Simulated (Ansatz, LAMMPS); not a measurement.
# Localised basis functions on glassy 63SiO2-9CaO-11ZnO-11SrO-6Sc2O3 (mol %) (98 atoms)

Wanted: errors and times of a linear-scaling basis for glassy 63SiO2-9CaO-11ZnO-11SrO-6Sc2O3 (mol %) (98 atoms). A setting counts as converged where the r.m.s. difference of forces stays under 1 % of the r.m.s. force.

Method: Kohn-Sham DFT, PBE, PAW (set soft_2), plane waves, in Ansatz 0.2.0.

The raw output is cut from this account; settings, times and results stay.

## (1) The starting structure

The cell holds 98 atoms: 22 Si, 3 Ca, 4 Zn, 4 Sr, 4 Sc and 61 O. Cell: a = 11.062 Å, b = 11.062 Å, c = 11.062 Å, α = 90.0°, β = 90.0°, γ = 90.0°. 98 atoms (22 Si, 3 Ca, 4 Zn, 4 Sr, 4 Sc, 61 O) placed at random at 2.93 g/cm³, melted at 4000 K for 10 ps at fixed volume with the Morse and Coulomb pair potential with partial charges (Pedone, Malavasi, Menziani, Cormack and Segre, J. Phys. Chem. B 110, 11780 (2006)). Quenched from 4000 K to 300 K at 25 K/ps and fixed volume, held 10 ps at zero pressure, then minimised at fixed cell.

Limits known from the start: The quench rate of 25 K/ps is orders of magnitude faster than experiment, which tends to freeze in extra defects. The starting topology of bonds comes from the classical model, and needn't be the one that DFT or experiment would give. Sampling is at Γ alone, for a cell whose shortest periodic width is 11 Å.

## (2) The classical run that made the cell

A classical potential supplies the starting structure, since it reaches far longer times than DFT.

This step: classical MD, Morse and Coulomb pair potential with partial charges (Pedone, Malavasi, Menziani, Cormack and Segre, J. Phys. Chem. B 110, 11780 (2006)) (LAMMPS 22 Jul 2025 - Update 4).

in.lmp

```
# melt-quench of Si22Ca3Zn4Sr4Sc4O61
units metal
atom_style charge
boundary p p p
region box block 0 11.2365 0 11.2365 0 11.2365
create_box 6 box
mass 1 28.0850   # Si
mass 2 40.0780   # Ca
mass 3 65.3800   # Zn
mass 4 87.6200   # Sr
mass 5 44.9559   # Sc
mass 6 15.9990   # O
create_atoms 1 random 22 667369 NULL overlap 1.5 maxtry 2000
create_atoms 2 random 3 667376 NULL overlap 1.5 maxtry 2000
create_atoms 3 random 4 667383 NULL overlap 1.5 maxtry 2000
create_atoms 4 random 4 667390 NULL overlap 1.5 maxtry 2000
create_atoms 5 random 4 667397 NULL overlap 1.5 maxtry 2000
create_atoms 6 random 61 667404 NULL overlap 1.5 maxtry 2000
pair_style hybrid/overlay pedone 5.5 coul/long 8.0
pair_coeff * * coul/long
pair_coeff 1 6 pedone 0.340554 2.006700 2.100000 1   # Si-O
pair_coeff 2 6 pedone 0.030211 2.241334 2.923245 5   # Ca-O
pair_coeff 3 6 pedone 0.001221 3.150679 2.851850 1   # Zn-O
pair_coeff 4 6 pedone 0.019623 1.886000 3.328330 3   # Sr-O
pair_coeff 5 6 pedone 0.000333 3.144445 3.200000 2.6   # Sc-O
pair_coeff 6 6 pedone 0.042395 1.379316 3.618701 22   # O-O
set type 1 charge 2.4
set type 2 charge 1.2
set type 3 charge 1.2
set type 4 charge 1.2
set type 5 charge 1.8
set type 6 charge -1.2
kspace_style pppm 1.0e-4
neigh_modify delay 0 every 1 check yes
# [... 22 lines left out ...]
thermo 1666
fix md all npt temp 300 300 0.2 iso 0 0 2
run 5000 post no
unfix md
thermo 100
min_style cg
minimize 0 1e-3 2000 20000
write_dump all custom glass.dump id type xs ys zs modify sort id
```

Command:

```bash
lmp -in in.lmp -log none -nocite
```

The job ended after 33 s (1 thread of Arm Neoverse V2, shared host; peak memory 0.068 GiB).

## (3) Plane-wave single point

The first run fixes the reference, at a cutoff of 420 eV.

input.yaml

```yaml
crystal:
  lattice:
    - [11.06175, 0.0, 0.0]
    - [0.0, 11.06175, 0.0]
    - [0.0, 0.0, 11.06175]
  atoms:
    - { symbol: Si, position: [0.85319, 0.26179, 0.97876] }
    - { symbol: Si, position: [0.66638, 0.16523, 0.60579] }
    - { symbol: Si, position: [0.37882, 0.52328, 0.38184] }
    - { symbol: Si, position: [0.81124, 0.95995, 0.73925] }
    - { symbol: Si, position: [0.33177, 0.88574, 0.729] }
    - { symbol: Si, position: [0.75441, 0.5157, 0.68064] }
    - { symbol: Si, position: [0.98199, 0.63594, 0.56106] }
    - { symbol: Si, position: [0.08208, 0.97084, 0.81266] }
    - { symbol: Si, position: [0.44168, 0.0008, 0.956] }
    - { symbol: Si, position: [0.64822, 0.58911, 0.93567] }
    - { symbol: Si, position: [0.22755, 0.40193, 0.09723] }
    - { symbol: Si, position: [0.11974, 0.1504, 0.61341] }
    - { symbol: Si, position: [0.35624, 0.31398, 0.58141] }
    - { symbol: Si, position: [0.03074, 0.6942, 0.01302] }
    - { symbol: Si, position: [0.79308, 0.83465, 0.98033] }
    - { symbol: Si, position: [0.19244, 0.20363, 0.2732] }
    - { symbol: Si, position: [0.47725, 0.76982, 0.38938] }
    - { symbol: Si, position: [0.68821, 0.9095, 0.5126] }
    - { symbol: Si, position: [0.95979, 0.326, 0.7334] }
    - { symbol: Si, position: [0.58744, 0.22732, 0.86942] }
    - { symbol: Si, position: [0.11994, 0.56041, 0.78403] }
    - { symbol: Si, position: [0.9469, 0.47034, 0.14382] }
    - { symbol: Ca, position: [0.90178, 0.33115, 0.44114] }
    - { symbol: Ca, position: [0.09278, 0.69723, 0.28519] }
    - { symbol: Ca, position: [0.44468, 0.58659, 0.6673] }
    - { symbol: Zn, position: [0.16969, 0.15518, 0.97602] }
    - { symbol: Zn, position: [0.15384, 0.43386, 0.40808] }
    - { symbol: Zn, position: [0.57362, 0.30256, 0.38165] }
    - { symbol: Zn, position: [0.54268, 0.37606, 0.11233] }
    - { symbol: Sr, position: [0.68709, 0.58782, 0.27156] }
    - { symbol: Sr, position: [0.27122, 0.93664, 0.18915] }
    - { symbol: Sr, position: [0.66209, 0.04967, 0.17255] }
    - { symbol: Sr, position: [0.39935, 0.71123, 0.04096] }
    - { symbol: Sc, position: [0.39632, 0.05465, 0.47689] }
    - { symbol: Sc, position: [0.374, 0.44009, 0.87998] }
    - { symbol: Sc, position: [0.98186, 0.92748, 0.43317] }
    - { symbol: Sc, position: [0.97943, 0.01236, 0.12094] }
    - { symbol: O, position: [0.59478, 0.24851, 0.21792] }
    - { symbol: O, position: [0.02618, 0.51995, 0.4847] }
    - { symbol: O, position: [0.81659, 0.90418, 0.1031] }
    - { symbol: O, position: [0.25932, 0.55745, 0.79587] }
    - { symbol: O, position: [0.25339, 0.55834, 0.31877] }
    - { symbol: O, position: [0.60713, 0.8104, 0.44843] }
    - { symbol: O, position: [0.45286, 0.23553, 0.50579] }
    - { symbol: O, position: [0.70863, 0.24522, 0.49709] }
    - { symbol: O, position: [0.60379, 0.03466, 0.53811] }
    - { symbol: O, position: [0.7338, 0.55073, 0.82303] }
    - { symbol: O, position: [0.28374, 0.11671, 0.33972] }
    - { symbol: O, position: [0.26798, 0.31217, 0.20551] }
    - { symbol: O, position: [0.87444, 0.15751, 0.07313] }
    - { symbol: O, position: [0.3468, 0.00344, 0.64582] }
    - { symbol: O, position: [0.39736, 0.88811, 0.39031] }
    - { symbol: O, position: [0.14604, 0.74933, 0.07726] }
    - { symbol: O, position: [0.77679, 0.08976, 0.67923] }
    - { symbol: O, position: [0.12268, 0.13545, 0.16413] }
    - { symbol: O, position: [0.38959, 0.36938, 0.70568] }
    - { symbol: O, position: [0.53983, 0.09594, 0.91059] }
    - { symbol: O, position: [0.41296, 0.90124, 0.85321] }
    - { symbol: O, position: [0.64562, 0.5138, 0.0579] }
    - { symbol: O, position: [0.09993, 0.2739, 0.35883] }
    - { symbol: O, position: [0.21572, 0.32691, 0.97256] }
    - { symbol: O, position: [0.9549, 0.9439, 0.74439] }
    - { symbol: O, position: [0.19067, 0.88157, 0.78256] }
    - { symbol: O, position: [0.76606, 0.92992, 0.87244] }
    - { symbol: O, position: [0.87906, 0.45279, 0.26646] }
    - { symbol: O, position: [0.88873, 0.38964, 0.04055] }
    - { symbol: O, position: [0.50319, 0.32249, 0.93749] }
    - { symbol: O, position: [0.93744, 0.25581, 0.85742] }
    - { symbol: O, position: [0.06739, 0.645, 0.67782] }
    - { symbol: O, position: [0.04359, 0.91103, 0.26299] }
    - { symbol: O, position: [0.95371, 0.61854, 0.11986] }
    - { symbol: O, position: [0.60096, 0.22053, 0.72255] }
    - { symbol: O, position: [0.0591, 0.42953, 0.75287] }
    - { symbol: O, position: [0.79967, 0.95118, 0.43204] }
    - { symbol: O, position: [0.06012, 0.00124, 0.9518] }
    - { symbol: O, position: [0.48978, 0.4569, 0.32409] }
    - { symbol: O, position: [0.71937, 0.252, 0.92617] }
    - { symbol: O, position: [0.09264, 0.44327, 0.14007] }
    [... 14 atom lines left out ...]
    - { symbol: O, position: [0.83747, 0.39228, 0.68887] }
    - { symbol: O, position: [0.317, 0.06347, 0.98678] }
    - { symbol: O, position: [0.00449, 0.24487, 0.62145] }
    - { symbol: O, position: [0.84744, 0.60705, 0.61072] }
    - { symbol: O, position: [0.49899, 0.72508, 0.2537] }
    - { symbol: O, position: [0.69639, 0.72603, 0.97564] }
kpoints:
  mp_grid: { grid: [1, 1, 1] }
hamiltonian:
  xc: pbe
scf:
  occupations: { method: fixed }
output:
  forces: true
  stress: true
  populations: true
  dos:
    method: { smearing: { sigma: 0.08 } }
    de: 0.1
    projected: { site_lists: { Ca: [Ca], O: [O], Sc: [Sc], Si: [Si], Sr: [Sr] } }
  eigenvalues: true
  write_density: true
  write_potential: true
  volumetric_format: npy
```

Command:

```bash
ansatz run input.yaml --threads 4 --pin off --max-ram 8192MiB --backend cpu --events-out ev --progress --plain --runs-dir out
```

It took 25 s on 4 threads of Arm Neoverse V2, shared host; peak memory 1.9 GiB; 95 s of CPU time.

Numbers from this run:

| Property | Result |
| --- | --- |
| free energy | -90159.2930 eV |
| free energy per atom | -919.9928 eV/atom |
| SCF cycles | 10 |
| pressure | 4.378 GPa |
| r.m.s. force component | 1.006 eV/Å |
| longest force | 3.656 eV/Å |
| Fermi energy | 5.109 eV |
| gap (highest filled to lowest empty level) | 2.616 eV |
| spilling of the projection | 0.0119 |

The r.m.s. force component of 1.0 eV/Å and the pressure of 4.4 GPa set the scale for the differences below.

## (4) Support functions low

The cell is solved in localised support functions.

This step: Kohn-Sham DFT, PBE, PAW (set soft_2), localised support functions (low) (Ansatz 0.2.0).

input.yaml, the sections that differ from step 3:

```yaml
scf:
  occupations: { method: fixed }
  eigensolver: { kind: { support_functions: { accuracy: low } } }
  max_iter: 150
output:
  forces: true
  eigenvalues: true
# crystal, kpoints, hamiltonian: as in step 3
```

Run time: 2 min. Hardware: 4 threads; peak memory 3.7 GiB.

The program notes that the band table was not solved further than the SCF left it and it switched symmetry off.

Keys that differ from the reference: support_functions.accuracy = "low" and scf.max_iter = 150.

Forces differ from the reference by 0.81 meV/Å r.m.s., 0.081 % of their size, well within a tolerance of 1 %; the energy by -4.8 meV/atom. It took roughly 4.8 times the reference's time (one timing each, with unlike analyses asked), in 16 cycles against 10.

## (5) Support functions medium

With localised support functions most steps grow linearly with size, though the diagonalisation grows faster unless the density matrix is cut; this run measures error and cost at this size. Besides, the program derives a nominal cutoff of 464 eV for this run, against the reference's 420.

This step: Kohn-Sham DFT, PBE, PAW (set soft_2), localised support functions (medium) (Ansatz 0.2.0).

input.yaml, the sections that differ from step 4:

```yaml
scf:
  occupations: { method: fixed }
  eigensolver: { kind: { support_functions: { accuracy: medium } } }
  max_iter: 150
# crystal, kpoints, hamiltonian, output: as in step 4
```

The job ended after 3.3 min (4 threads; peak memory 5.3 GiB; 13 min of CPU time).

Keys that differ from the reference: support_functions.accuracy = "medium" and scf.max_iter = 150.

Forces differ from the reference by 0.81 meV/Å r.m.s., 0.081 % of their size, well within a tolerance of 1 %; the energy by -4.8 meV/atom. It took roughly 7.9 times the reference's time (one timing each, with unlike analyses asked), in 17 cycles against 10.

## (6) Support functions medium, spacing 0.33 Å

The grid spacing sets how fine a wave the support functions can hold. Besides, the program derives a nominal cutoff of 464 eV for this run, against the reference's 420.

input.yaml, the sections that differ from step 5:

```yaml
scf:
  occupations: { method: fixed }
  eigensolver: { kind: { support_functions: { accuracy: medium, spacing: 0.33 } } }
  max_iter: 150
# crystal, kpoints, hamiltonian, output: as in step 5
```

Wall time 75 s (4 threads); peak memory 2.3 GiB.

The program notes that the forces don't sum to zero within tolerance and the grid leaves an egg-box force.

Forces differ from the reference by 44 meV/Å r.m.s., 4.3 % of their size, over a tolerance of 1 %; the energy by +15 meV/atom and the gap by -0.029 eV. It took roughly 3.0 times the reference's time (one timing each, with unlike analyses asked), in 17 cycles against 10. The setting is coarser than the default on purpose.

## (7) Support functions medium, spacing 0.275 Å

input.yaml, the sections that differ from step 6:

```yaml
scf:
  occupations: { method: fixed }
  eigensolver: { kind: { support_functions: { accuracy: medium, spacing: 0.275 } } }
  max_iter: 150
# crystal, kpoints, hamiltonian, output: as in step 6
```

Wall time 1.9 min (4 threads); peak memory 2.9 GiB; 7.4 min of CPU time.

Forces differ from the reference by 3.2 meV/Å r.m.s., 0.32 % of their size, within a tolerance of 1 %; the energy by -7.5 meV/atom. It took roughly 4.6 times the reference's time (one timing each, with unlike analyses asked), in 20 cycles against 10. The setting is coarser than the default on purpose.

## (8) With basis.ecutwfc = "550 eV" and hamiltonian.xc = "lda"

LDA has no gradient correction and tends to overbind. Changed here: basis.ecutwfc = "550 eV" and hamiltonian.xc = "lda".

This step: Kohn-Sham DFT, LDA, PAW (set soft_2), plane waves (Ansatz 0.2.0).

input.yaml, the sections that differ from step 7:

```yaml
hamiltonian:
  xc: lda
scf:
  occupations: { method: fixed }
output:
  forces: true
  stress: true
  populations: true
  dos:
    method: { smearing: { sigma: 0.15 } }
    de: 0.1
    projected: { site_lists: { Ca: [Ca], O: [O], Sc: [Sc], Si: [Si], Sr: [Sr] } }
  eigenvalues: true
basis:
  ecutwfc: "550 eV"
# crystal, kpoints: as in step 7
```

It took 34 s on 4 threads; peak memory 2.5 GiB.

Forces differ from the reference by 162 meV/Å r.m.s., 16 % of their size; the pressure by -7.5 GPa and the gap by -0.16 eV.

## (9) What each setting buys

Each row is set against the plane-wave reference (Kohn-Sham DFT, PBE, PAW (set soft_2), plane waves; r.m.s. force component 1.01 eV/Å). Energies are set beside the reference only for runs with its functional, potentials and electron count. Times are for 4 threads of Arm Neoverse V2, shared host. The reference's time includes the DOS, the stress and grids, which some other runs skip.

```csv
run,"Δ force, r.m.s. (meV/Å)",share of r.m.s. force (%),Δ energy (meV/atom),Δ pressure (GPa),Δ gap (eV),cycles,time,host memory (GiB)
reference,-,-,-,-,-,10,25 s,1.9
support functions low,0.815,0.081,-4.79,-,2.0e-4,16,2 min,3.7
support functions medium,0.81,0.0806,-4.82,-,1.0e-4,17,3.3 min,5.3
"support functions medium, spacing 0.33 Å",43.7,4.35,14.9,-,-0.0286,17,75 s,2.3
"support functions medium, spacing 0.275 Å",3.21,0.320,-7.50,-,3.0e-4,20,1.9 min,2.9
basis.ecutwfc = "550 eV" and hamiltonian.xc = "lda",162,16.1,-,-7.46,-0.159,11,34 s,2.5
```

## (10) The reference in detail

With the settings judged, the reference run is read for its physics.

Neighbours are counted within 2.08 Å (O-Si), 2.76 Å (O-Sc), 3.12 Å (O-Sr), 2.38 Å (O-Zn), 2.83 Å (O-Ca).

Length of the force by element and coordination:

```csv
element,coordination,atoms,mean length of the force (eV/Å),spread,least,most
Ca,all,3,0.843,0.285,0.473,1.17
Ca,5,2,0.681,0.207,0.473,0.888
Ca,6,1,1.17,0,1.17,1.17
O,all,61,1.70,0.720,0.188,3.66
O,2,28,1.42,0.690,0.457,3.66
O,3,28,1.94,0.664,0.188,2.96
O,4,5,1.94,0.596,0.785,2.47
Sc,all,4,1.45,0.562,0.659,2.24
Sc,4,1,0.659,0,0.659,0.659
Sc,5,2,1.79,0.445,1.35,2.24
Sc,6,1,1.55,0,1.55,1.55
Si,all,22,1.71,0.595,0.858,3.51
Sr,all,4,0.814,0.352,0.557,1.42
Sr,4,2,0.640,0.0245,0.616,0.665
Sr,6,1,0.557,0,0.557,0.557
Sr,7,1,1.42,0,1.42,1.42
Zn,all,4,0.625,0.260,0.307,1.02
Zn,3,1,0.661,0,0.661,0.661
Zn,4,3,0.613,0.299,0.307,1.02
```

Löwdin charges by element and coordination (they lack the spilled electrons, 0.075 e an atom on average):

```csv
element,coordination,atoms,mean charge (e),spread,least,most
Ca,all,3,1.76,0.0083,1.75,1.77
Ca,5,2,1.75,0.0021,1.75,1.76
Ca,6,1,1.77,0,1.77,1.77
O,all,61,-0.881,0.0958,-1.26,-0.775
O,2,28,-0.820,0.0488,-0.995,-0.775
O,3,28,-0.927,0.0999,-1.26,-0.795
O,4,5,-0.966,0.0585,-1.05,-0.907
Sc,all,4,1.28,0.0254,1.26,1.32
Sc,4,1,1.28,0,1.28,1.28
Sc,5,2,1.29,0.0306,1.26,1.32
Sc,6,1,1.26,0,1.26,1.26
Si,all,22,1.71,0.0378,1.65,1.78
Sr,all,4,1.78,0.0107,1.77,1.80
Sr,4,2,1.79,0.0061,1.79,1.80
Sr,6,1,1.78,0,1.78,1.78
Sr,7,1,1.77,0,1.77,1.77
Zn,all,4,1.48,0.0241,1.46,1.51
Zn,3,1,1.46,0,1.46,1.46
Zn,4,3,1.49,0.0232,1.46,1.51
```

States in the cell by windows of 1 eV, zero at the Fermi level; the larger projections on atomic orbitals stand beside the total:

```csv
from (eV),to (eV),total,O p,Sc d,Si p
-14,-11,0.0,0.0,0.0,0.0
-11,-10,0.1,0.0,0.0,0.0
-10,-9,11.9,8.0,0.0,0.7
-9,-8,12.0,8.2,0.0,1.0
-8,-7,17.3,12.3,0.1,2.2
-7,-6,32.5,21.2,0.2,4.5
-6,-5,55.1,26.9,0.8,3.2
-5,-4,57.3,40.9,0.9,3.4
-4,-3,66.7,57.4,1.4,2.3
-3,-2,75.7,68.6,1.0,1.6
-2,-1,62.2,57.9,0.5,0.7
-1,0,14.6,13.6,0.1,0.2
0,1,0.7,0.6,0.0,0.0
1,2,0.0,0.0,0.0,0.0
2,3,2.7,0.2,0.6,0.0
3,4,20.2,1.6,13.2,0.4
4,5,31.1,2.6,11.7,1.1
```

The curve was stored every 0.100 eV, coarse against its broadening of 0.08 eV, so these counts are rough.

With fixed occupations the program's Fermi level is the highest filled level; weight inside the gap is the broadening of levels at its edges.

Between -26 and -14 eV lie 164 more states.

Not all projections were asked for or kept, so they needn't add up to the total.

The levels nearest the highest filled one (over half full), pooled over k-points and spins:

```csv
level less the highest filled one (eV),occupation
-0.854,2
-0.722,2
-0.683,2
-0.635,2
-0.214,2
0,2
2.62,0
3.05,0
3.20,0
3.34,0
3.47,0
3.53,0
```

Electrostatic potential energy in the ac plane at fractional y = 0.314, with atoms of Si and Ca and Zn and O within 0.2 Å of it. With pseudopotentials it is smooth inside the atoms' cores, unlike the true potential.

Ten even steps from '0' (-39 eV) to '9' (11 eV), each cell a mean:
```
9999940049999951269999887312689
9999974479999830048898778645789
9999999999989974467788899888778
9999999999999999877789999998757
6899999999999999988899999998644
2689999999999999999999999997200
1689999999976899999999999986100
5799999998866899999999999987522
7899999986324799999999999999877
8999999872000489999999999999988
9999999873001589999999999988888
8999999987445789999998899875467
8999999999888999877898898730015
8998999999999998422479998620005
8854689999999996200268998752137
9842589999999997411379999887788
9987888999999999766799999999999
9999988757999999998999999999999
9999997101799999987899999999999
9999997202899998777899999999999
9999988767999987446899999999999
9999987788999986446899999999999
9999987789999998778999998877899
9999962379999998889999997534689
```
Columns run along a (11.1 Å; values clipped at the 3rd and 97th percentile), rows up along c (11.1 Å). Atoms in or near the plane, at fractional coordinates: Si at (0.36, 0.58), Si at (0.96, 0.73), Ca at (0.90, 0.44), Zn at (0.57, 0.38), O at (0.27, 0.21), O at (0.22, 0.97), O at (0.50, 0.94).

(Part 1 of 2 ends here.)

[Long decimals in the printed logs are rounded to 6 places.]

[Logs are printed without paths, hosts, clocks, repeated set-up lines and the standing remarks that a program may print on its own settings, such as how far it seeks lower states.]

[Hosts, paths, dates, database ids (printed as entryN), source tags and the programs' standing remarks are cut or masked in the printed files.]
